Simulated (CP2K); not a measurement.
Consider silylcyclopropane at its PBE geometry (Å).

```xyz
12

Si    1.6680    0.1601   -0.0075
C    -0.0551   -0.2841   -0.5353
C    -1.0920   -0.6960    0.5049
C    -1.2215    0.6335   -0.1862
H     2.5345   -1.0486    0.1284
H     1.5929    0.8411    1.3205
H     2.3219    1.0871   -0.9787
H    -0.1454   -0.7934   -1.4979
H    -1.7898   -1.4874    0.2343
H    -0.7944   -0.6987    1.5537
H    -1.0113    1.5325    0.3938
H    -2.0079    0.7540   -0.9301
```

Method: CP2K XAS_TDP, all-electron GAPW, PBEh(45%), aug-pc-1, TDA, GW2X-corrected core level, ZORA, spin–orbit coupling.

Predict the bright core excitations at the Si L₂,₃ edge.

Leading lines: Si1 104.82 eV. The leading line of an atom is its first one with 35 % of the strongest within 2.5 eV of its lowest line over the strength cut. Core ionisation energies at this level: Si1 107.24/107.25/107.87 eV; the 2p½ level lies 0.62 eV above the 2p3/2 pair.

The first six lines of each atom with a strength over 0.0003:

```tsv
atom	energy (eV)	states	strength, one atom	above the computed threshold
Si1 (bonded to C and 3 H)	104.74	2	0.0014	
	104.82	1	0.0047	
	105.02	1	0.0006	
	105.18	2	0.0014	
	105.22	1	0.0020	
	105.24	2	0.0014
```

Lines are vertical, at one geometry, with no vibrational structure. GW2X ionisation energies and lines can be off by 1 to 2 eV either way, and a good line position may hide errors that cancel. Rydberg lines, and the discretised continuum above threshold, depend on the basis and the box.

[Banner, clock and machine lines of the logs are left out without a mark of their own.]

[Logs are printed without paths, hosts, clocks, repeated set-up lines and the standing remarks that a program may print on its own settings, such as how far it seeks lower states.]

[Hosts, paths, dates, database ids (printed as entryN), source tags and the programs' standing remarks are cut or masked in the printed files.]
